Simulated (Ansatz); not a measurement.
# ThSiO4 (I4_1/amd): phonons and vibrational spectra, part 3 of 3

Aim: the vibrations of ThSiO4 (I4_1/amd), their spectra, and whether the structure is stable.

Ansatz 0.2.0; DFT PBEsol, scalar-relativistic, plane waves, PAW.

So far. Step 4 (Tight relaxation): The largest force component left is 0.49 meV/Å. The volume is held at 13.43 Å³/atom, so a pressure of -1.06 GPa remains at this level. Step 5 (Linear response at the zone centre): Before it was imposed, the acoustic sum rule was missed by 6.0e-5 eV/Å² and the charge sum rule by 6.7e-6 e. Small misses are needed for a sound result but don't prove that mesh and cutoff are converged. The lowest optical mode is real, 119 cm⁻¹.

## 6. The dispersion

Stability and thermal properties need the whole zone. Linear response on a 2×2×2 q mesh gives force constants as far as a supercell of that size would, and the tensors from the zone-centre run are typed in so that the long-range dipole term is interpolated apart.

input.yaml

```yaml
crystal:
  lattice:
    - [-3.5741537195, 3.5741537195, 3.1542286643]
    - [3.5741537195, -3.5741537195, 3.1542286643]
    - [3.5741537195, 3.5741537195, -3.1542286643]
  atoms:
    - { symbol: Th, position: [0.0, 0.0, 0.0] }
    - { symbol: Th, position: [0.75, 0.25, 0.5] }
    - { symbol: Si, position: [0.5, 0.5, 0.0] }
    - { symbol: Si, position: [0.25, 0.75, 0.5] }
    - { symbol: O, position: [0.5098085462, 0.3329127885, 0.1768957577] }
    - { symbol: O, position: [0.0829127885, 0.4060170309, 0.3231042423] }
    - { symbol: O, position: [0.1560170309, 0.3329127885, 0.8231042423] }
    - { symbol: O, position: [0.0829127885, 0.7598085462, 0.6768957577] }
    - { symbol: O, position: [0.2401914538, 0.9170872115, 0.3231042423] }
    - { symbol: O, position: [0.6670872115, 0.4901914538, 0.8231042423] }
    - { symbol: O, position: [0.5939829691, 0.9170872115, 0.6768957577] }
    - { symbol: O, position: [0.6670872115, 0.8439829691, 0.1768957577] }
kpoints:
  mp_grid: { grid: [4, 4, 4] }
hamiltonian:
  xc: pbesol
scf:
  occupations: { method: fixed }
output:
  eigenvalues: true
phonons:
  method: dfpt
  qmesh: [2, 2, 2]
  temperatures: { t_max: 400, t_step: 50 }
  qpath:
    path:
      - [[0.0, 0.0, 0.0], [0.0, 0.0, 0.5], [-0.5, 0.5, 0.5], [0.0, 0.0, 0.0], [0.44470625, 0.44470625, -0.44470625], [0.25, 0.25, 0.25], [0.0, 0.5, 0.0], [-0.44470625, 0.55529375, 0.44470625], [-0.5, 0.5, 0.5]]
      - [[0.0, 0.0, 0.5], [0.25, 0.25, 0.25]]
    npoints: 10
  non_analytic_term:
    high_frequency_dielectric_tensor: [[3.6985, 0.0, 0.0], [0.0, 3.6985, 0.0], [0.0, 0.0, 3.9334]]
    born_effective_charges:
      - { species: Th, tensor: [[5.5488, 0.0, 0.0], [0.0, 5.5488, 0.0], [0.0, 0.0, 5.3659]] }
      - { species: Th, tensor: [[5.5488, 0.0, 0.0], [0.0, 5.5488, 0.0], [0.0, 0.0, 5.3659]] }
      - { species: Si, tensor: [[3.1342, 0.0, 0.0], [0.0, 3.1342, 0.0], [0.0, 0.0, 4.3188]] }
      - { species: Si, tensor: [[3.1342, 0.0, 0.0], [0.0, 3.1342, 0.0], [0.0, 0.0, 4.3188]] }
      - { species: O, tensor: [[-1.0581, 0.0, 0.0], [0.0, -3.2834, 0.2831], [0.0, 0.2764, -2.4212]] }
      - { species: O, tensor: [[-3.2834, 0.0, -0.2831], [0.0, -1.0581, 0.0], [-0.2764, 0.0, -2.4212]] }
      - { species: O, tensor: [[-1.0581, 0.0, 0.0], [0.0, -3.2834, -0.2831], [0.0, -0.2764, -2.4212]] }
      - { species: O, tensor: [[-3.2834, 0.0, 0.2831], [0.0, -1.0581, 0.0], [0.2764, 0.0, -2.4212]] }
      - { species: O, tensor: [[-1.0581, 0.0, 0.0], [0.0, -3.2834, 0.2831], [0.0, 0.2764, -2.4212]] }
      - { species: O, tensor: [[-3.2834, 0.0, 0.2831], [0.0, -1.0581, 0.0], [0.2764, 0.0, -2.4212]] }
      - { species: O, tensor: [[-1.0581, 0.0, 0.0], [0.0, -3.2834, -0.2831], [0.0, -0.2764, -2.4212]] }
      - { species: O, tensor: [[-3.2834, 0.0, -0.2831], [0.0, -1.0581, 0.0], [-0.2764, 0.0, -2.4212]] }
    source: "zone-centre run at this cell"
```

Launch:

```
ansatz run input.yaml --threads 16 --pin off --max-ram 61440MiB --backend cuda --events-out ev --progress --plain --runs-dir out
```

Numbers of over 12 decimals in the logs are rounded to 6 here.

The log of the run:

```text
Warning: phonons: the dynamical matrix that this run interpolates holds no multipole term above the dipole-dipole one, and a site of this crystal is no centre of inversion, so its interpolated transverse optical and acoustic branches and sound speeds can stay off near Gamma, and the density of states and the thermodynamics with them. What a run solves at a wave vector of phonons.qpoints, Gamma apart, where the deck admits one, is free of this, and under fd what a larger phonons.supercell samples
[...]
Crystal: 12 atoms, lattice volume = 161.176 Å³
Basis set: ecut = 420 eV, 3127 PW (Γ), exchange–correlation on 80×80×80 points (8 copies of the dense FFT grid, shifted against one another)
Bands: 52, of which v1, the nominal top of the filled ones, is band 40 counted from 1 (39 counted from 0)
Symmetry: 16 space group operations
k-points: 13 of 64
[...]
SCF iter   1: F=—  HF=-31862.569180 eV  |F-HF|=—  |Δ(HF+E_count)|=         —  Δρ=1.43e-2  dr2=2.81e-1  ethr=1.77e-3  ⟨swp⟩=5.2  Hψ=2413  notcnv=0  defer=118
[...]
SCF iter   6: F=—  HF=-31862.503792 eV  |F-HF|=—  |Δ(HF+E_count)|=   2.46e-4  Δρ=1.02e-5  dr2=2.38e-7  ethr=3.07e-9  ⟨swp⟩=2.7  Hψ=1068  notcnv=0  defer=93
[...]
SCF iter   8: F=—  HF=-31862.503792 eV  |F-HF|=—  |Δ(HF+E_count)|=   1.08e-8  Δρ=5.25e-7  dr2=5.15e-10  ethr=1.25e-11  ⟨swp⟩=2.1  Hψ=1028  notcnv=0  defer=93
SCF iter   9: F=—  HF=-31862.503792 eV  |F-HF|=—  |Δ(HF+E_count)|=  3.71e-10  Δρ=9.58e-8  dr2=1.48e-11  ethr=1.00e-12  ⟨swp⟩=2.0  Hψ=844  notcnv=0  defer=93
[...]
SCF 1 converged in 10 iterations: F = -31862.503792 eV  dr2 = 5.56e-13
[...]
SCF converged after 10 iterations
[...]
k-point 1: bands = [... 36 lower, 6.8901, 6.9216, 6.9947, 7.2980, 12.6874, 12.8704, 12.9779, 13.1333, ... 8 higher]
  k-point 2: bands = [... 36 lower, 6.7862, 6.7862, 6.9754, 6.9754, 12.9849, 12.9849, 13.0277, 13.0277, ... 8 higher]
  k-point 12: bands = [... 36 lower, 6.4696, 6.4696, 7.3481, 7.3481, 12.7903, 12.7903, 12.7992, 12.7992, ... 8 higher]
--- Phonons (Γ-DFPT): 7 representative perturbations + reference (Σ response iterations 42) ---
  ASR residual: 2.866e-5 → 0.000e0 eV/Å²; symmetrization residual: 4.905e-11 eV/Å²
  ASR residual per site (eV/Å²): 1.22e-5 1.22e-5 2.87e-5 2.87e-5 3.37e-6 3.37e-6 3.37e-6 3.37e-6 3.37e-6 3.37e-6 3.37e-6 3.37e-6
  Γ frequencies (cm⁻¹): 0.00 0.00 0.00 119.41 124.57 124.57 124.99 187.65 187.65 190.90 190.90 205.08 250.53 269.50 276.26 276.26 297.77 302.36 302.36 347.80 417.27 421.93 421.93 487.89 487.89 523.35 537.38 560.84 803.43 803.43 831.22 831.22 851.74 860.30 883.51 895.38
--- Phonons (arbitrary-q DFPT): 4 irreducible q on the 2×2×2 mesh ---
  q = [0.0000, 0.0000, 0.0000] (star 1, of the zone-centre solve; hermiticity 1.99e-12, symmetrization 1.06e-14): -0.00 -0.00 -0.00 119.41 124.57 124.57 124.99 187.65 187.65 190.90 190.90 205.08 250.53 269.50 276.26 276.26 297.77 302.36 302.36 347.80 417.27 421.93 421.93 487.89 487.89 523.35 537.38 560.84 803.43 803.43 831.22 831.22 851.74 860.30 883.51 895.38
  q = [0.0000, 0.0000, -0.5000] (star 2, 7 solved perturbations in 192 linear systems a pass and spin channel, the states on 18 of 64 k-point pairs; hermiticity 4.62e-12, symmetrization 1.15e-13): 82.90 82.90 114.67 114.67 135.02 135.02 175.93 175.93 196.23 196.23 214.03 214.03 282.52 282.52 283.94 283.94 292.81 292.81 309.41 309.41 450.62 450.62 466.28 466.28 485.98 485.98 553.55 553.55 816.67 816.67 838.71 838.71 891.69 891.69 912.64 912.64
[...]
sum rule: each row above includes the acoustic sum rule's correction from the zone centre's row sums; it moved no ω² by more than (0.53 cm⁻¹)²
  mesh force constants: q→R imaginary residual 8.20e-18; ASR residual 2.866e-5 → 0.000e0 eV/Å²; symmetrization residual 2.132e-14 eV/Å²
  interpolated dispersion: 93 rows × 36 modes
  density of states and harmonic sums: on the 14×14×12 q-mesh, interpolated from the force constants of a 2×2×2 supercell (with the dipole–dipole term of supplied tensors)
  largest difference from the sums on the solved wave vectors: F 1.82e-2 eV, S 8.09e-5 and C_V 3.02e-5 eV/K
  zero-point energy: 0.926646 eV/cell   skipped modes (ω ≤ 0): 3   left out of the sums: 3.54e-5 of the cell's modes: C_V's classical limit lies that fraction below 3 k_B per atom; for a crystal, a wire or a layer, F and S can be off by more, and a phonons.interpolated_qmesh denser along its periods is the remedy for the sampling
```

Wall time 7.9 s (1 × NVIDIA GB200 with 16 threads of Arm Neoverse V2, shared host); peak memory 2.1 GiB; 42 s of CPU time.

This step gave:

* sum-rule residual before enforcement: 2.87e-5 eV/Å²
* lowest frequency on the path: 0 cm⁻¹
* highest frequency on the path or at a solved wavevector: 1008 cm⁻¹
* mean frequency: 415.2 cm⁻¹
* Debye temperature (second moment): 922 K
* logarithmic mean frequency: 325.8 cm⁻¹
* lowest mode on the q mesh (acoustic modes at Γ apart): 44.75 cm⁻¹
* zero-point energy per atom: 77.22 meV
* heat capacity at 300 K: 17.80 J/(mol atoms K)
* vibrational entropy at 300 K: 18.35 J/(mol atoms K)
* edges of the widest gap between branches, on path and mesh: 616.4, 800.3 cm⁻¹

Frequencies (cm⁻¹) solved at each irreducible wavevector; negative means imaginary. Frequencies by wavevector, by row:

```
q in reciprocal lattice units  star  mode 1  mode 2  mode 3  mode 4  mode 34  mode 35  mode 36
                        0 0 0     1       0       0       0   119.4    860.3    883.5    895.4
                     0 0 -0.5     2    82.9    82.9   114.7   114.7    891.7    912.6    912.6
                     0 -0.5 0     4    61.7   101.7   109.9   118.3    863.6      885    986.6
               -0.5 -0.5 -0.5     1    44.8    44.8   100.5   100.5    844.7    948.5    948.5
```

Interpolated from a 2×2×2 q mesh, with the LO-TO term (at Γ the limit along the path; where Γ stands inside the path, tables give the limit on arrival). Phonon branches along the path, in cm⁻¹:

```
    point  branch 1  branch 2  branch 3  branch 4  branch 33  branch 34  branch 35  branch 36
        Γ         0         0         0       119        860        884        895        946
  halfway        49        69        84       107        873        888        894        940
        X        83        83       115       115        892        892        913        913
  halfway        83        83        92        92        864        864        936        936
        M        45        45       100       100        845        845        948        948
  halfway        37        68       103       124        848        883        913        944
        Γ         0         0         0       119        860        884        895        946
  halfway        58        58       116       116        849        853        888       1004
        Z        48        48        97       117        843        847        931        965
  halfway        79        85       111       128        852        865        892        975
        P        98        98       122       122        856        856        934        934
  halfway        82       100       111       126        847        867        894        971
        N        62       102       110       118        845        864        885        987
  halfway        58        84       118       124        847        852        898        983
       Z1        48        48        97       117        843        847        931        965
  halfway        46        46        97       108        844        846        940        957
        M        45        45       100       100        845        845        948        948
jump to X        83        83       115       115        892        892        913        913
  halfway        92        92       119       119        870        870        928        928
        P        98        98       122       122        856        856        934        934
```

Tetrahedra on a 14×14×12 mesh, mean over bins of 10 cm-1. Interpolated from a 2×2×2 q mesh. The phonon density of states by wavenumber; read off at these points:

wavenumber (cm⁻¹), phonon density of states (1/cm⁻¹/cell) and a bar:
```
        5      0.000 
       35      0.006 #
       55      0.026 #####
       85      0.046 #########
      115      0.079 ################
      145      0.079 ################
      165      0.041 ########
      195      0.111 ######################
      225      0.044 #########
      245      0.001 
      275      0.149 ##############################
      295      0.120 ########################
      305      0.103 #####################
      325      0.069 ##############
      355      0.006 #
      385      0.000 
      415      0.012 ##
      425      0.099 ####################
      435      0.080 ################
      465      0.055 ###########
      495      0.038 ########
      515      0.003 #
      545      0.009 ##
      575      0.021 ####
      595      0.020 ####
      625      0.000 
      655      0.000 
      685      0.000 
      705      0.000 
      735      0.000 
      765      0.000 
      785      0.000 
      815      0.054 ###########
      835      0.108 ######################
      845      0.105 #####################
      865      0.051 ##########
      895      0.041 ########
      925      0.006 #
      955      0.016 ###
      975      0.018 ####
     1005      0.002
```

The partial phonon density of states has structure finer than the step of the table below, so its rows give means over 25 cm⁻¹, whole bins alone (the curve runs from -10 to 1048 cm⁻¹). Peaks (cm⁻¹: height): O 189.6: 0.0787, 282.8: 0.106, 435.8: 0.0658, 482.4: 0.0646, 562.3: 0.0353, 841.8: 0.0832; Si 189.6: 0.0145, 282.8: 0.0132, 429.2: 0.0187, 482.4: 0.0153, 562.3: 0.0119, 808.5: 0.0267, 888.3: 0.0188; Th 116.4: 0.0628.

Phonopy on the run's constants, 13x13x11 mesh, Gaussian sigma 7.6 cm-1. Interpolated from a 2×2×2 q mesh. Partial phonon density of states against wavenumber; means over each step; values in 1/cm⁻¹/cell:

```csv
wavenumber (cm⁻¹),O,Si,Th
25,7.1e-4,3.2e-4,0.00314
50,0.00261,0.00120,0.0170
75,0.00348,0.00149,0.0332
100,0.00471,0.00206,0.0479
125,0.0122,0.00372,0.0583
150,0.0269,0.00263,0.0350
175,0.0564,0.00898,0.0155
200,0.0729,0.0123,0.0117
225,0.0348,0.00486,0.00369
250,0.0231,0.00292,0.00134
275,0.0918,0.0115,0.00473
300,0.0914,0.0118,0.00296
325,0.0538,0.00784,0.00111
350,0.0117,0.00376,9.8e-4
375,6.5e-4,3.8e-4,2.0e-4
400,0.00380,8.3e-4,4.1e-5
425,0.0494,0.0135,4.3e-4
450,0.0555,0.0123,4.0e-4
475,0.0575,0.0129,7.0e-4
500,0.0249,0.00551,3.6e-4
525,0.00244,4.7e-4,2.1e-5
550,0.0198,0.00724,3.0e-4
575,0.0235,0.00791,2.7e-4
600,0.0126,0.00441,1.1e-4
625,0.00210,7.3e-4,1.3e-5
650,2.8e-6,9.2e-7,0
675,0,0,0
700,0,0,0
725,0,0,0
750,0,0,0
775,3.0e-4,2.0e-4,0
800,0.0234,0.0148,1.2e-5
825,0.0554,0.0240,8.2e-5
850,0.0712,0.0146,1.9e-4
875,0.0277,0.0135,9.2e-5
900,0.0161,0.0119,4.2e-5
925,0.00566,0.00368,2.3e-5
950,0.00825,0.00555,4.2e-5
975,0.00940,0.00709,3.2e-5
1000,0.00370,0.00300,1.1e-5
1025,1.1e-4,9.7e-5,0
```

Harmonic thermodynamic functions per atom, from the density of states. Interpolated from a 2×2×2 q mesh. Thermodynamic functions, by row:

```
T (K)  F_vib (meV/atom)  S (J/mol-atom/K)  C_V (J/mol-atom/K)
    0             77.22                 0                   0
   50             77.05             1.172               2.637
  100             75.62             4.503               7.432
  200             67.08             11.89               13.99
  300             51.32             18.35                17.8
  400             29.39             23.81                20.1
```

Harmonic mean-square displacement, third of the trace. Interpolated from a 2×2×2 q mesh. Mean square displacements, by row:

| T (K) | Th1 U_eq (Å²) | Th2 U_eq (Å²) | Si3 U_eq (Å²) | Si4 U_eq (Å²) | O5 U_eq (Å²) | O6 U_eq (Å²) | O7 U_eq (Å²) | O8 U_eq (Å²) | O9 U_eq (Å²) | O10 U_eq (Å²) | O11 U_eq (Å²) | O12 U_eq (Å²) |
| --- | --- | --- | --- | --- | --- | --- | --- | --- | --- | --- | --- | --- |
| 0 | 6.90e-4 | 6.90e-4 | 0.00159 | 0.00159 | 0.00329 | 0.00329 | 0.00329 | 0.00329 | 0.00329 | 0.00329 | 0.00329 | 0.00329 |
| 100 | 0.00132 | 0.00132 | 0.00201 | 0.00201 | 0.00386 | 0.00386 | 0.00386 | 0.00386 | 0.00386 | 0.00386 | 0.00386 | 0.00386 |
| 300 | 0.00352 | 0.00352 | 0.00386 | 0.00386 | 0.00719 | 0.00719 | 0.00719 | 0.00719 | 0.00719 | 0.00719 | 0.00719 | 0.00719 |
| 600 | 0.00695 | 0.00695 | 0.00711 | 0.00711 | 0.01325 | 0.01325 | 0.01325 | 0.01325 | 0.01325 | 0.01325 | 0.01325 | 0.01325 |

Symmetry leaves 4 wavevectors to solve. The lowest mode among them, the acoustic zeros apart, lies at q = (-0.5, -0.5, -0.5) and is real, 44.8 cm⁻¹.

## 7. Outcome

| Quantity | Value |
| --- | --- |
| space group after relaxation (within 0.01 Å) | I4_1/amd |
| volume per atom | 13.4 Å³ |
| gap on the k-mesh | 4.96 eV |
| highest optical mode at the zone centre (no LO-TO term) | 895 cm⁻¹ |
| top of the zone-centre spectrum with the field | 1008 cm⁻¹ |
| lowest optical zone-centre mode | 119 cm⁻¹ |
| mean high-frequency dielectric constant | 3.78 |
| mean static dielectric constant | 13.2 |
| largest Born charge (third of the trace) | 5.49 e |
| lowest mode on the q mesh (acoustic modes at Γ apart) | 44.8 cm⁻¹ |
| highest frequency on the path or at a solved wavevector | 1008 cm⁻¹ |
| zero-point energy per atom | 77.2 meV |
| heat capacity at 300 K | 17.8 J/(mol atoms K) |
| vibrational entropy at 300 K | 18.3 J/(mol atoms K) |
| Debye temperature (second moment) | 922 K |
| imaginary modes on the 2×2×2 q mesh | none |

The structure is a minimum as far as tested: no mode is imaginary at the 4 irreducible wavevectors of the 2×2×2 mesh, and the softest away from the acoustic zeros lies at 45 cm⁻¹. Without the field, the optical modes at Γ span 119 to 895 cm⁻¹. With the macroscopic field of the longitudinal modes the top of the zone-centre spectrum lies at 1008 cm⁻¹, against 895 cm⁻¹ without it. Lattice motion raises the mean dielectric constant from 3.777 to 13.19. The strongest infrared line is at 803 cm⁻¹. On the path and the mesh, the widest gap between branches runs from 616 to 800 cm⁻¹. The volume was held at that of the database entry and not relaxed, so the modes belong to a cell under -1.06 GPa at this level. The program warns that the interpolation holds no quadrupole term, so branches close to Γ can be off in this crystal. Spin-orbit coupling is left out, which can matter for the heavy elements here. These are harmonic frequencies at zero temperature: anharmonic shifts, linewidths and thermal expansion are left out.

[Logs are printed without paths, hosts, clocks, repeated set-up lines and the standing remarks that a program may print on its own settings, such as how far it seeks lower states.]

[Hosts, paths, dates, database ids (printed as entryN), source tags and the programs' standing remarks are cut or masked in the printed files.]
